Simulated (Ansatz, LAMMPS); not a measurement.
# Amorphous 67HfO2-33GeO2 (mol %) (72 atoms) under strain: runs compared

Aim: relax amorphous 67HfO2-33GeO2 (mol %) (72 atoms), then change its volume and shape to read moduli from the stress.

Computed with Ansatz 0.2.0: Kohn-Sham DFT, PBE, PAW (set soft_1), plane waves; PAW set soft_1.

## Step 1: The cell

The cell holds 72 atoms: 16 Hf, 8 Ge and 48 O. Its edges and angles: a = 10.070 Å, b = 10.070 Å, c = 10.070 Å, α = 90.0°, β = 90.0°, γ = 90.0°. 72 atoms (16 Zr, 8 Ge, 48 O) placed at random at 4.59 g/cm³, melted at 5000 K for 10 ps at fixed volume with the Morse and Coulomb pair potential with partial charges (Pedone, Malavasi, Menziani, Cormack and Segre, J. Phys. Chem. B 110, 11780 (2006)). Quenched from 5000 K to 300 K at 20 K/ps and fixed volume, held 10 ps at zero pressure, then minimised at fixed cell. Then Zr was replaced by Hf and the cell scaled by 1.008 (the potential has no terms for the new elements, so the cell is a start for a DFT relaxation).

Limits known from the start: The quench rate of 20 K/ps is many orders above laboratory rates, so the cell is likely richer in defects and strain than a real sample. The network of bonds at the start is that of the classical potential that made the cell, and needn't be the one that DFT or experiment would give. The Brillouin zone is sampled at Γ only. No spin–orbit coupling is included, so levels derived from the heavy atoms are approximate.

## Step 2: The reference run

The reference is a single point at the end of the relaxation.

Every strained cell starts from the geometry of this run, and its atoms are relaxed with the cell held.

Its input, with most atom lines left out:

```yaml
crystal:
  lattice:
    - [10.43337, -0.30441, -0.17877]
    - [-0.30441, 9.53515, -0.11213]
    - [-0.17877, -0.11213, 10.12958]
  atoms:
    - { symbol: Hf, position: [0.7942, 0.82939, 0.21034] }
    - { symbol: Hf, position: [0.48937, 0.63773, 0.72202] }
    - { symbol: Hf, position: [0.76765, 0.35137, 0.69791] }
    - { symbol: Hf, position: [0.29121, 0.93182, 0.86049] }
    - { symbol: Hf, position: [0.47913, 0.33942, 0.91164] }
    - { symbol: Hf, position: [0.85131, 0.19984, 0.36762] }
    - { symbol: Hf, position: [0.52269, 0.68803, 0.34443] }
    [... atom lines 8 to 72 left out ...]
kpoints:
  mp_grid: { grid: [1, 1, 1] }
hamiltonian:
  xc: pbe
  pseudopotentials: { kind: paw, azcp: { folder: soft_1 } }
scf:
  occupations: { method: gaussian, width: 0.025 }
output:
  forces: true
  stress: true
  populations: true
  dos:
    method: { smearing: { sigma: 0.1 } }
    de: 0.1
    projected: { site_lists: { Ge: [Ge], Hf: [Hf], O: [O] } }
  eigenvalues: true
  write_density: true
  write_potential: true
  volumetric_format: npy
  elf: true
```

| Item | Value |
| --- | --- |
| free energy per atom | -4350.3924 eV/atom |
| r.m.s. force component | 0.0049 eV/Å |
| pressure | 0.006859 GPa |

Filled and empty levels are parted by 3.44 eV (at Γ alone); a semilocal functional tends to put such gaps too low. In a disordered cell it changes from sample to sample, and tail or defect levels can set it.

## Step 3: The runs

Each row is one run, on 4 threads of Arm Neoverse V2, shared host. The free energy is the program's total, comparable only between runs with the same functional and atoms.

```csv
run,atoms,outcome,relaxation steps,free energy (eV),time,host memory (GiB)
Single point at the start,72,converged,-,-313222.356,24 s,1.7
Cell and atoms relaxed,72,converged,26,-313228.254,8.1 min,1.8
Single point at the relaxed geometry,72,converged,-,-313228.254,32 s,1.7
Volume -3 %,72,converged,11,-313228.012,3 min,1.7
Volume +3 %,72,converged,10,-313228.009,2.8 min,1.8
Volume -6 %,72,converged,12,-313227.270,3 min,1.7
Volume +6 %,72,converged,11,-313227.299,3 min,1.8
Volume -10 %,72,converged,11,-313225.345,2.7 min,1.6
Stretched by 1 % along x,72,converged,6,-313228.202,96 s,1.7
Compressed by 1 % along x,72,converged,7,-313228.196,1.7 min,1.7
Sheared by 2 % in xy,72,converged,5,-313228.188,82 s,1.7
```

In some runs the program notes that the SCF threshold is loose for the stress.

## Step 4: Pressure against volume

Atoms are relaxed at each volume, in the scaled cell.

| volume change (%) | volume (Å³/atom) | energy change (meV/atom) | pressure (GPa) | largest move on relaxing (Å) | bonds | gap (eV) |
| --- | --- | --- | --- | --- | --- | --- |
| -10 | 12.579 | 40.41 | 9.99 | 0.85 | 133 | 3.36 |
| -6 | 13.138 | 13.67 | 5.41 | 0.63 | 133 | 3.38 |
| -3 | 13.558 | 3.36 | 2.54 | 0.38 | 130 | 3.43 |
| +0 | 13.977 | 0.00 | 0.01 | - | 130 | 3.44 |
| +3 | 14.396 | 3.41 | -2.61 | 0.42 | 129 | 3.39 |
| +6 | 14.816 | 13.26 | -4.88 | 0.51 | 127 | 3.31 |

## Step 5: Uniaxial strain and shear

Stress (GPa, compression positive) less that of the relaxed cell, atoms relaxed:

| strain | xx | yy | zz | xy | energy change (meV/atom) |
| --- | --- | --- | --- | --- | --- |
| stretched by 1 % along x | -1.567 | -0.552 | -0.563 | -0.102 | 0.72 |
| compressed by 1 % along x | 1.590 | 0.515 | 0.526 | 0.176 | 0.81 |
| sheared by 2 % in xy | -0.184 | -0.101 | -0.029 | -0.991 | 0.92 |

## Step 6: What came out

The bulk modulus, from the slope of pressure against ln V over the three points nearest the relaxed volume, is 85.9 GPa; between neighbouring points the slope runs 105, 91, 83, 89 and 79 GPa from the smallest volume up, not steadily, so no pressure derivative is given. The count of bonds runs from 127 to 133 over the series, so at some points contacts cross the cutoffs. At -10 %, -6 % and +6 % some atom moved by over 0.5 Å on relaxing, so those points may sit in another local minimum. The gap stays between 3.31 and 3.44 eV with no steady trend. In the Cartesian axes of the cell, finite differences give C11 = 158, C12 = 53.4, C13 = 54.4 and C66 = 49.6 GPa (the shear of 2 % is the engineering strain, εxy = 0.01). The mean of C11, C12 and C13, which equals the bulk modulus in a cubic or isotropic solid, is 88.5 GPa: it agrees with the bulk modulus within 10 %. For an isotropic solid C66 would equal (C11 − C12)/2 = 52.2 GPa; so small a sample needn't be isotropic, and C66 rests on one shear. With the bulk modulus and C66 as K and G, Young's modulus would be about 125 GPa and Poisson's ratio 0.26.

Caveats: Strains are finite and relaxations stop at the force tolerance of the input, which can leave moduli too stiff; they are those of a static cell at zero temperature. Volumes are changed with the cell's shape held, so in an anisotropic solid the modulus lies over the one under free hydrostatic load. The program notes that the SCF threshold of the relaxations is loose for the stress.

The DFT runs together took 28 min of wall time.

[Long decimals in the printed logs are rounded to 6 places.]

[Logs are printed without paths, hosts, clocks, repeated set-up lines and the standing remarks that a program may print on its own settings, such as how far it seeks lower states.]

[Hosts, paths, dates, database ids (printed as entryN), source tags and the programs' standing remarks are cut or masked in the printed files.]
